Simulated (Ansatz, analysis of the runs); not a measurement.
# A defect in a wire: Rh wire along [110], 3 atoms a period, divacancy of Rh and Rh, part 3 of 3

What does the defect do to the conductance?

Ansatz 0.2.0; DFT PBE, plane waves, PAW; relaxation of a wire's period (the session's first sound run).

So far, conductance of the lead as this run defines it (G₀): step 3 (the perfect wire) 5.60.

## (5) Transmission between the leads

This step: DFT PBE, plane waves, PAW; transmission of a junction in a wire (Ansatz 0.2.0).

The cell is now read as a scatterer between two semi-infinite leads, named by two sites one period apart. The scattering states in its self-consistent potential are matched to the leads' states at each energy. One point across is taken, as for a wire in vacuum.

Contents of input.yaml:

```yaml
crystal:
  lattice:
    - [8.715, 0.0, 0.0]
    - [0.0, 9.508, 0.0]
    - [0.0, 0.0, 22.5942799215]
  atoms:
    - { symbol: Rh, position: [0.38920923, 0.37276847, 0.0] }
    - { symbol: Rh, position: [0.611713495, 0.500011515, 0.055555556] }
    - { symbol: Rh, position: [0.38920923, 0.62725456, 0.0] }
    - { symbol: Rh, position: [0.38920923, 0.37276847, 0.111111111] }
    - { symbol: Rh, position: [0.611713495, 0.500011515, 0.166666667] }
    - { symbol: Rh, position: [0.38920923, 0.62725456, 0.111111111] }
    - { symbol: Rh, position: [0.38920923, 0.37276847, 0.222222222] }
    - { symbol: Rh, position: [0.611713495, 0.500011515, 0.277777778] }
    - { symbol: Rh, position: [0.38920923, 0.62725456, 0.222222222] }
    - { symbol: Rh, position: [0.3955601255, 0.3728726984, 0.3352993658] }
    - { symbol: Rh, position: [0.6093979341, 0.500011515, 0.3912944664] }
    - { symbol: Rh, position: [0.3955601255, 0.6271503316, 0.3352993658] }
    - { symbol: Rh, position: [0.4465736207, 0.500011515, 0.4735427956] }
    - { symbol: Rh, position: [0.3326452035, 0.3675917496, 0.5587247168] }
    - { symbol: Rh, position: [0.5661429057, 0.500011515, 0.5906363878] }
    - { symbol: Rh, position: [0.3326452035, 0.6324312804, 0.5587247168] }
    - { symbol: Rh, position: [0.38920923, 0.37276847, 0.666666667] }
    - { symbol: Rh, position: [0.611713495, 0.500011515, 0.722222222] }
    - { symbol: Rh, position: [0.38920923, 0.62725456, 0.666666667] }
    - { symbol: Rh, position: [0.38920923, 0.37276847, 0.777777778] }
    - { symbol: Rh, position: [0.611713495, 0.500011515, 0.833333333] }
    - { symbol: Rh, position: [0.38920923, 0.62725456, 0.777777778] }
    - { symbol: Rh, position: [0.38920923, 0.37276847, 0.888888889] }
    - { symbol: Rh, position: [0.611713495, 0.500011515, 0.9444444445] }
    - { symbol: Rh, position: [0.38920923, 0.62725456, 0.888888889] }
kpoints:
  mp_grid: { grid: [1, 1, 4] }
scf:
  occupations: { method: fermi_dirac, width: 0.05 }
hamiltonian:
  xc: pbe
output:
  transmission:
    e_range: [-1.26, 1.26]
    de: 0.035
    kmesh: [1, 1]
    reduced_basis: true
    leads: [[22, 0]]
  dos: { projected: true, e_range: [-4, 3] }
  write_potential: true
  write_density: true
  volumetric_format: npy
  elf: true
basis:
  ecutwfc: "350 eV"
```

Run with:

```sh
ansatz run input.yaml --threads 4 --pin off --max-ram 16384MiB --backend cpu --events-out ev --progress --plain --runs-dir out
```

Numbers of over 12 decimals in the logs are rounded to 6 here.

The log of the run:

```text
[...]
Crystal: 25 atoms, lattice volume = 1872.212 Å³
Basis set: ecut = 350 eV, 27879 PW (Γ)
Bands: 255, of which v1, the nominal top of the filled ones, is band 213 counted from 1 (212 counted from 0)
Symmetry: 2 space group operations
[...]
k-points: 3 of 4 (time reversal used)
[...]
SCF iter   1: F=—  HF=-160021.276366 eV  |F-HF|=—  |Δ(HF+E_count)|=         —  Δρ=1.35e-2  dr2=7.50e0  ethr=1.77e-3  ⟨swp⟩=7.0  Hψ=2764  notcnv=0  defer=7
[...]
SCF iter  13: F=-160021.075025 eV  HF=-160021.075025 eV  |F-HF|=3.88e-8  |Δ(HF+E_count)|=   3.75e-8  Δρ=9.05e-7  dr2=3.36e-8  ethr=2.35e-11  ⟨swp⟩=10.7  Hψ=1894  notcnv=0
SCF 1 converged in 13 iterations: F = -160021.075025 eV  dr2 = 3.36e-8
[...]
transmission: 26 of 156 steps passed
transmission: 52 of 156 steps passed
[...]
transmission: 156 of 156 steps passed
WARN: The output density's exchange-correlation potential varies sharply where the density is thin. Do not read a vacuum level from v_tot or v_xc, or from such a field of the output density. On a cell that repeats whose density bears no net charge and no dipole along the vacuum's axis use v_es (v_loc + v_h of the components); under efield.dipole_correction with no amplitude use v_es + v_field, which holds any externa [...]
SCF converged after 13 iterations
Free energy (F): -160021.075025 eV
[...]
Internal energy: -160020.610794 eV  (E = F + TS)
E sigma→0 (E₀):  -160020.842909 eV
Entropy (-TS):   -0.464231 eV (-18.569 meV/atom)
Fermi energy:    0.532234 eV
[...]
--- Band table (eV) ---
  k-point 0: bands = [... 209 lower, 0.3942, 0.4609, 0.4609, 0.5222, 0.5781, 0.5822, 0.6747, 0.6836, ... 38 higher]
  k-point 1: bands = [... 209 lower, 0.4226, 0.4505, 0.4761, 0.5272, 0.5785, 0.6292, 0.6495, 0.6740, ... 38 higher]
  k-point 2: bands = [... 209 lower, 0.4390, 0.4834, 0.5080, 0.5270, 0.5648, 0.6175, 0.6187, 0.6668, ... 38 higher]
--- Transmission ---
  basis      : 611 plane waves across, 26 finite elements along
  points     : 1, standing for a mesh of 1 x 1
[...]
crystal 0  : Rh3, at the sites [22, 0], period 2.5105 Å, over 15.06 Å; its Hamiltonian steps by up to 31.4 meV: too much for a lead, lay more layers or, if its atoms are ordered, name the step of that order
[...]
filled         : 10.9 meV over the level at which it is neutral
    channels       : 5.000000e0 a spin
[...]
junction   : crystal 0 to crystal 0, -0.63 to 19.46 Å
    transmission   : 1.180085e0 a spin
    error estimate : 3.953103e-4 a spin from the reduction of the transverse basis, at the most 1.070151e-2 at -0.245000 eV
    conductance    : 1.3072e14 S/m² at 300 K (1.3098e14 on every other energy)
    error estimate : 0.2 % from the energy spacing and 0.2 % from band edges of the leads and from resonances (wavevectors taken as independent; lower de), 0.1 % from the reduction of the transverse basis, 24.6 % from the steps of its leads' Hamiltonians or their offsets (lay more layers), 1.2 % from the distance to neutral
    resistance     : 5.7543e-3 Ω µm² beyond half of each lead's own
```

The job ended after 3.2 min (4 threads of Arm Neoverse V1, shared host; peak memory 3.8 GiB; 11 min of CPU time).

Numbers from this step:

```
energy at zero smearing                                      : -160020.8429 eV
transmission at the energy nearest the Fermi level, one spin : 1.180
step of the lead's Hamiltonian                               : 31.4 meV
conductance of the junction                                  : 1.398 G₀
```

The transmission, one spin by energy, zero at the Fermi level:

energy (eV), transmission, one spin and a bar from the least value:
```
    -1.26       1.77 #############
    -1.16       1.85 ###############
    -1.01       2.53 ###########################
    -0.91       2.24 ######################
    -0.77       1.91 ################
    -0.73       2.37 ########################
    -0.67       2.08 ###################
    -0.59       2.52 ###########################
    -0.53       1.85 ###############
    -0.49       2.71 ##############################
    -0.42       1.29 #####
    -0.32       1.68 ############
    -0.24       2.72 ##############################
    -0.17       2.28 ######################
    -0.07       1.68 ############
     0.00       1.18 ###
     0.07       1.56 ##########
     0.17       1.48 ########
     0.32       1.01 
     0.42       1.28 #####
     0.53       1.10 ##
     0.67       1.18 ###
     0.77       1.71 ############
     0.91       1.50 #########
     1.01       1.57 ##########
     1.16       1.70 ############
     1.26       1.78 ##############
```

Table of open channels of the lead, one spin by energy, zero at the Fermi level:

```
energy (eV)  open channels of the lead, one spin
      -1.26                                    5
      -1.19                                    4
      -1.12                                    4
      -1.05                                    6
      -0.98                                    6
      -0.91                                    6
      -0.84                                    6
      -0.77                                    4
      -0.70                                    4
      -0.63                                    6
      -0.59                                    7
      -0.53                                    7
      -0.46                                    6
      -0.39                                    8
      -0.32                                    8
      -0.24                                   10
      -0.17                                    8
      -0.10                                    7
      -0.04                                    7
       0.00                                    5
       0.04                                    5
       0.10                                    5
       0.17                                    6
       0.24                                    6
       0.32                                    5
       0.39                                    5
       0.46                                    5
       0.53                                    5
       0.59                                    3
       0.63                                    3
       0.70                                    5
       0.77                                    6
       0.84                                    6
       0.91                                    5
       0.98                                    5
       1.05                                    4
       1.12                                    4
       1.19                                    4
       1.26                                    4
```

Projected DOS an atom over height of the atomic layer and energy from the Fermi level.  broadened by a Gaussian of 0.15 eV, since few k-points sample the long cell.

Ten even steps from '0' (0.23 states/eV) to '9' (4.68 states/eV), each cell a mean:
```
10000000001000010
20101110011101010
11212211121212111
22232232222222222
33344444333343333
34334444456453434
64555554546575565
68695665547595969
49584865658474858
44434454654344343
21212133542323222
22222223642322222
32323234532322232
32313233332323121
22321233233334221
33343345244443334
53444244154435344
33314243143223231
22223432232222332
22334433233312333
23232212322313233
21212112312312111
```
Columns: height of the atomic layer (Å) from 0 to 21.3 (not evenly spaced); rows upwards: energy from the Fermi level (eV) from -3.98 to 1.47.

Electrostatic potential energy in the cb plane at fractional x = 0.389, with atoms of Rh within 0.2 Å of it. With pseudopotentials it is smooth inside the atoms' cores, unlike the true potential.

Ten even steps from '0' (-81 eV) to '9' (5 eV), each cell a mean:
```
99999999999999999999999999999999999999999999
99999999999999999999999999999999999999999999
99999999999999999999999999999999999999999999
99999999999999999999999999999999999999999999
99999999999999999999999999999999999999999999
99999999999999999999999999999999999999999999
98767899999999998789998678999767899876799987
96212699999999974368973115897312689621279852
84000589999999852148861003785000488400058830
85101599999889863358972004886100588510168840
98545899997447887789986457998645899854689975
99888999985115899999999889999988999988999998
99878999985326898899998778999877999987899987
97313799998778875579984126897312699731379862
84000599999999852148861003885000488400058830
85001599999999862248962003886100488500158840
98535899999999986579986347998534799853589974
99888999999999999899999889999988999988899998
99999999999999999999999999999999999999999999
99999999999999999999999999999999999999999999
99999999999999999999999999999999999999999999
99999999999999999999999999999999999999999999
99999999999999999999999999999999999999999999
99999999999999999999999999999999999999999999
```
Columns run along c (16.0 Å, from fractional 0.29 to 1.00 of the cell; values clipped at the 3rd and 97th percentile), rows up along b (9.5 Å). Atoms in or near the plane, at fractional coordinates: Rh at (0.34, 0.37), Rh at (0.34, 0.63), Rh at (0.67, 0.37), Rh at (0.67, 0.63), Rh at (0.78, 0.37), Rh at (0.78, 0.63), Rh at (0.89, 0.37), Rh at (0.89, 0.63).

Valence density in the cb plane at fractional x = 0.389, with atoms of Rh within 0.2 Å of it. It is the smooth field of the valence electrons, not physical close to the nuclei.

Ten steps, logarithmic in the rise over the least value, from '0' (0 e/Å³) to '9' (14 e/Å³), each cell a mean:
```
00000000000000000000000000000000000000000000
00000000000000000000000000000000000000000000
00000000000000000000000000000000000000000000
00000000000000000000000000000000000000000000
00000000000000000000000000000000000000000000
11111000000000011111111111111111111111111111
22454210000000123432123443222454322245422234
35787520000001257753247886335788533578753358
36999621001112368874358997436899743699963479
36898521112333357763357996335898633689853368
24565321125664334432235664223566422456532246
22333211136886322322223332222333222233322223
23444211136775333332223443222444322344422234
35787421123553346653246875324787533578742357
36999621111222357864358997436899633699863479
36898621000111357864358997435898633689863369
24676310000001235542235664223676422467642246
11222100000000112221112222111222211122211122
00000000000000000000000000000000000000000000
00000000000000000000000000000000000000000000
00000000000000000000000000000000000000000000
00000000000000000000000000000000000000000000
00000000000000000000000000000000000000000000
00000000000000000000000000000000000000000000
```
Columns run along c (16.0 Å, from fractional 0.29 to 1.00 of the cell), rows up along b (9.5 Å). Atoms in or near the plane, at fractional coordinates: Rh at (0.34, 0.37), Rh at (0.34, 0.63), Rh at (0.67, 0.37), Rh at (0.67, 0.63), Rh at (0.78, 0.37), Rh at (0.78, 0.63), Rh at (0.89, 0.37), Rh at (0.89, 0.63).

ELF in the cb plane at fractional x = 0.389, with atoms of Rh within 0.2 Å of it. It is the smooth field of the valence electrons, not physical close to the nuclei.

Ten even steps from '0' (0.00) to '9' (0.78), each cell a mean:
```
00000000000000000000000000000000000000000000
00000000000000000000000000000000000000000000
00000000000000000000000000000000000000000000
10000000000000000000100000110000011000001100
21000000000000000001210001221000122100012210
32111111000111111112321112332111233211123311
43443321111222233333333443333344333334333334
35898521112332357863347886334798533589853368
36999622223333358874348997335999733699963379
36999622223443357753248997335899633699953369
23555322225764334432224653223565322356532235
22333322136885232222223333222333322333332233
22343322226885233322223433222343222234322223
35787422224553346643236885224787422478742258
36999622223333358863348997335999633699963379
36999621222333368874348997335899633699953379
44676421112222345653335775334676433467643346
32221111001112221123322122332222233222223322
21000000000011100012321001232100133110113210
10000000000000000001110000121000111100011110
00000000000000000000000000010000000000000000
00000000000000000000000000000000000000000000
00000000000000000000000000000000000000000000
00000000000000000000000000000000000000000000
```
Columns run along c (16.0 Å, from fractional 0.29 to 1.00 of the cell), rows up along b (9.5 Å). Atoms in or near the plane, at fractional coordinates: Rh at (0.34, 0.37), Rh at (0.34, 0.63), Rh at (0.67, 0.37), Rh at (0.67, 0.63), Rh at (0.78, 0.37), Rh at (0.78, 0.63), Rh at (0.89, 0.37), Rh at (0.89, 0.63).

By hand: the program gives 1.3072 × 10^14 S/m² over the cell's cross-section of 82.86 Å² = 8.286 × 10^-19 m², so one cell conducts 1.083 × 10^-4 S. Divided by G0 = 2e²/h = 7.748 × 10^-5 S this is 1.40 G0, a resistance of 9.23 kΩ.

The conductance is 1.40 G₀, with 5 channels a spin open in the lead; the transmission at the nearest energy alone would give 1.18 G₀, so T(E) varies within the thermal window. The lead's Hamiltonian steps by 31.4 meV, which the program calls too much for a lead. The largest term of the program's error estimate is 25 %.

## (6) Landauer integrals

This step: Landauer integrals over the computed T(E), interpolated linearly between its energies (analysis of the runs above).

Conductance and thermopower are moments of T(E) over the thermal window; sliding the window along E stands for a gate that leaves T(E) rigid.

This step gave:

```
conductance at 300 K, interpolated from T(E) : 1.359 G₀
thermopower at 300 K                         : 10.87 μV/K
Lorenz number over L0                        : 1.183
```

T(E) held rigid; rough near sharp steps of T(E). Conductance at 300 K against shift of the leads' level:

shift of the leads' level (eV), conductance at 300 K (G₀) and a bar from the least value:
```
   -0.900       2.17 ##########################
   -0.850       2.11 #########################
   -0.800       2.02 #######################
   -0.750       2.09 ########################
   -0.700       2.13 #########################
   -0.650       2.08 ########################
   -0.600       2.19 ##########################
   -0.550       2.21 ###########################
   -0.500       2.11 #########################
   -0.450       1.80 ###################
   -0.400       1.62 ###############
   -0.350       1.70 #################
   -0.300       1.92 #####################
   -0.250       2.28 ############################
   -0.200       2.37 ##############################
   -0.150       2.19 ##########################
   -0.100       1.90 #####################
   -0.050       1.58 ##############
    0.000       1.36 ##########
    0.050       1.38 ##########
    0.100       1.48 ############
    0.150       1.46 ############
    0.200       1.38 ##########
    0.250       1.25 ########
    0.300       1.15 #####
    0.350       1.16 ######
    0.400       1.24 #######
    0.450       1.33 #########
    0.500       1.21 #######
    0.550       1.02 ###
    0.600       0.88 
    0.650       1.00 ##
    0.700       1.32 #########
    0.750       1.58 ##############
    0.800       1.72 #################
    0.850       1.69 ################
    0.900       1.59 ##############
```

T(E) held rigid; rough near sharp steps of T(E). Thermopower at 300 K against shift of the leads' level:

shift of the leads' level (eV), thermopower at 300 K (μV/K) and a bar from the least value:
```
   -0.900        2.2 ###################
   -0.850        6.0 ####################
   -0.800        0.8 ##################
   -0.750       -5.4 ###############
   -0.700        1.6 ##################
   -0.650       -1.6 #################
   -0.600       -5.9 ###############
   -0.550        3.8 ###################
   -0.500       12.6 ########################
   -0.450       22.8 #############################
   -0.400        1.8 ##################
   -0.350      -11.3 ############
   -0.300      -22.0 #######
   -0.250      -15.7 ##########
   -0.200        4.0 ###################
   -0.150       15.3 #########################
   -0.100       23.6 #############################
   -0.050       25.4 ##############################
    0.000       10.9 #######################
    0.050       -8.0 ##############
    0.100       -2.8 ################
    0.150        5.1 ####################
    0.200       10.8 #######################
    0.250       13.6 ########################
    0.300        5.8 ####################
    0.350       -5.2 ###############
    0.400      -10.8 ############
    0.450        1.1 ##################
    0.500       19.4 ###########################
    0.550       23.2 #############################
    0.600        4.7 ####################
    0.650      -35.4 
    0.700      -31.6 ##
    0.750      -18.4 ########
    0.800       -5.0 ###############
    0.850        5.8 ####################
    0.900        7.3 #####################
```

The two levels move by half the bias each and T(E) is held rigid. Current from the zero-bias T(E) against bias:

| bias (V) | current from the zero-bias T(E) (μA) |
| --- | --- |
| 0.000 | 0 |
| 0.100 | 10.9 |
| 0.200 | 23.2 |
| 0.300 | 36.8 |
| 0.400 | 51.2 |
| 0.500 | 65.4 |
| 0.600 | 78.2 |
| 0.700 | 89.6 |
| 0.800 | 101 |
| 0.900 | 112 |
| 1.000 | 125 |
| 1.100 | 137 |
| 1.200 | 150 |
| 1.300 | 161 |
| 1.400 | 174 |
| 1.500 | 188 |
| 1.600 | 202 |
| 1.700 | 217 |
| 1.800 | 232 |
| 1.900 | 246 |

By hand, Mott's formula: S = −(π²k²T/3e) d ln T/dE, and π²k²T/3e = 7.33 μV/K × eV at 300 K. The computed T is 1.68 at -0.070 eV and 1.56 at +0.070 eV, so d ln T/dE ≈ -0.543 per eV and S ≈ 3.98 μV/K, against 10.9 from the integrals. The two differ since ln T is not straight over the thermal window.

The thermopower is 10.9 μV/K. The Lorenz ratio is 1.18, where the Wiedemann-Franz law gives 1. Moving the level by up to 0.1 eV either way gives -8.0 to 25 μV/K.

## (7) Results

| Quantity | Value |
| --- | --- |
| conductance of the perfect wire | 5.60 G₀ |
| conductance, divacancy of Rh and Rh | 1.40 G₀ |
| thermopower, divacancy of Rh and Rh | 10.9 μV/K |

What this shows: Summed over the computed window, 31 % of the lead's open channels pass the defect; the conductance at 300 K is 1.40 G₀. With divacancy of Rh and Rh, 25 % of the conductance of that run's own lead (5.64 G₀) is left, so it blocks most of the current. A plain interpolation of the computed T(E) gives 1.36 G₀ for that run; the program's 1.40 G₀ comes from its own average, which also places band edges between the computed energies. Transport is coherent and elastic here: the atoms are frozen, so scattering by vibrations plays no part. In the perfect wire the moments were started parallel, and no opposed start was run. With divacancy of Rh and Rh several atoms of the wire itself moved far in the relaxation, so the changed stretch between the held leads may scatter as well as the defect. The free region is short: held atoms still bear up to 0.5 eV/Å after a relaxation. In 1 run the program finds the step of the lead's Hamiltonian too large, so longer leads may change the transmission. One term of the program's error estimate for a conductance, of a junction or of the perfect wire, reaches 25 % in this session. A junction with open d shells ran without spin, and none was tried there; atoms at the junction may want a moment. A cutoff under the files' recommended one was taken to save time; its effect on T(E) was not tested here. A cell with an odd number of electrons ran without spin; a level of the scatterer near the Fermi level could split if spin were allowed.

[Logs are printed without paths, hosts, clocks, repeated set-up lines and the standing remarks that a program may print on its own settings, such as how far it seeks lower states.]

[Hosts, paths, dates, database ids (printed as entryN), source tags and the programs' standing remarks are cut or masked in the printed files.]
